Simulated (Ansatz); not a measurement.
# ZnS (Wurtzite-2H, P6_3mc): modes against biaxial strain in the (0001) plane, that of a and b, part 4 of 4

Wanted: the shifts of the zone-centre modes of ZnS (Wurtzite-2H, P6_3mc) with strain.

Ansatz 0.2.0; DFT LDA, scalar-relativistic, plane waves, PAW; PAW set soft_1.

So far, highest optical mode at the zone centre (no LO-TO term) (cm⁻¹): step 4 (zone-centre response at rest) 349; step 6 (strain 4 %) 337; step 8 (strain -4 %) 365.

The database entry behind the starting cell differs from later determinations by our own check (about 0.4 % short), so it need not match the best structure at ambient conditions.

## Step 9: All members side by side (continued)

Stress is positive in compression; energies are extrapolated to zero smearing, and E0 is that at rest; the axis is the normal of the plane; the edges not held and the atoms are relaxed in each cell. State of the crystal along the series:

```
strain (%)  in-plane stress (GPa)  free strain along c (%)  E - E0 (meV/atom)  gap on mesh (eV)  ε∞ along the axis  ε∞ across the axis, mean  ε0 along the axis  ε0 across the axis, mean  largest Born charge in size, a third of the trace (e)  top mode with the field, highest of q along x, y and z (cm⁻¹)
        -4                  7.538                    2.617               33.6             2.065              6.558                     6.037              8.978                      7.95                                                  1.795                                                          374.1
        -3                  5.533                    1.936              18.66             2.132              6.441                     6.029              8.945                     8.031                                                  1.811                                                          366.6
        -2                  3.604                    1.274              8.177             2.172              6.342                      6.03              8.934                     8.143                                                  1.828                                                          359.8
        -1                  1.757                   0.6276              2.014             2.189              6.259                     6.041              8.937                     8.284                                                  1.847                                                          353.6
         0              -0.003781                        0                  0             2.186              6.192                     6.059              8.957                     8.458                                                  1.868                                                          348.9
         1                 -1.667                  -0.6137              1.961             2.167              6.139                     6.085              8.991                     8.667                                                  1.891                                                          345.5
         2                 -3.231                   -1.212              7.695             2.085                6.1                     6.117              9.035                     8.914                                                  1.914                                                          342.3
         3                 -4.688                   -1.798              16.99             1.984              6.075                     6.155              9.089                     9.203                                                  1.939                                                          339.5
         4                 -6.035                   -2.372              29.62             1.886              6.063                     6.199              9.154                     9.539                                                  1.966                                                          336.9
```

Without the LO-TO term; optical modes are counted from below at rest and tracked from member to member by their patterns, and modes that stay within 0.3 cm⁻¹ of each other stand once; labels, where given, are those at rest; the edges not held and the atoms are relaxed in each cell. Optical modes along the series:

```
strain (%)  optical mode 1 E2 (cm⁻¹)  optical mode 2 B1 (cm⁻¹)  optical mode 3 A1 (cm⁻¹)  optical mode 4 E1 (cm⁻¹)  optical mode 5 E2 (cm⁻¹)  optical mode 6 B1 (cm⁻¹)
        -4                     68.19                       220                     319.7                     316.9                     321.2                       365
        -3                     68.97                     214.6                     311.1                     312.2                     316.8                     360.6
        -2                     69.62                     209.4                     303.1                     306.7                     311.7                     356.4
        -1                     70.15                     204.5                     295.9                     300.5                     305.8                     352.5
         0                     70.57                     199.8                     289.4                     293.5                     299.1                     348.9
         1                     70.89                     195.4                     283.6                     285.8                     291.8                     345.5
         2                     71.11                     191.3                     278.5                     277.5                     283.9                     342.3
         3                     71.23                     187.5                     274.2                     268.6                     275.6                     339.5
         4                     71.26                     183.9                     270.5                     259.3                     266.8                     336.9
```

Value and slope at zero strain of a cubic (a lower polynomial where under five rows exist) through the rows within 2 % of rest. Slopes at rest:

```
             mode  frequency (cm⁻¹)  shift per percent of strain (cm⁻¹)  shift per GPa of compressive stress (cm⁻¹)
optical mode 1 E2              70.6                                0.37                                       -0.22
optical mode 2 B1             199.8                               -4.51                                        2.63
optical mode 3 A1             289.4                               -6.16                                         3.6
optical mode 4 E1             293.5                               -7.36                                        4.29
optical mode 5 E2             299.1                               -6.97                                        4.07
optical mode 6 B1             348.9                               -3.53                                        2.06
```

## Step 10: What came out

| Quantity | Value |
| --- | --- |
| members | 9 |
| highest optical mode at the zone centre (no LO-TO term), at rest | 348.9 cm⁻¹ |
| biaxial modulus in the (0001) plane, that of a and b | 171 GPa |
| optical mode 3 A1, shift per percent | -6.16 cm⁻¹ |
| optical mode 4 E1, shift per percent | -7.36 cm⁻¹ |
| optical mode 5 E2, shift per percent | -6.97 cm⁻¹ |
| optical mode 6 B1, shift per percent | -3.53 cm⁻¹ |

**Reading.** The stress changes by 1.71 GPa for each percent, a biaxial modulus of 171 GPa in the (0001) plane, that of a and b. For each percent the free edge responds with -0.62 %. The fastest shift in the table of slopes is -7.4 cm⁻¹ for each percent (optical mode 4 E1), or 4.3 cm⁻¹ for each GPa of compressive stress. For small strain, the measured shift of a line that Raman or infrared light can see, divided by its slope, estimates the stress, if the state of stress is of this kind. For infrared-active modes these slopes hold for the transverse lines; longitudinal ones carry the field and shift otherwise. These are harmonic frequencies at zero temperature: anharmonic shifts, linewidths and thermal expansion are left out. The PAW files were made for PBE; the program adapts parts of them to the functional of the run, but their partial waves stay those of PBE, an approximation that was not tested in this session. Only the zone centre was solved, so an instability at another wavevector cannot show here.

[Logs are printed without paths, hosts, clocks, repeated set-up lines and the standing remarks that a program may print on its own settings, such as how far it seeks lower states.]

[Hosts, paths, dates, database ids (printed as entryN), source tags and the programs' standing remarks are cut or masked in the printed files.]
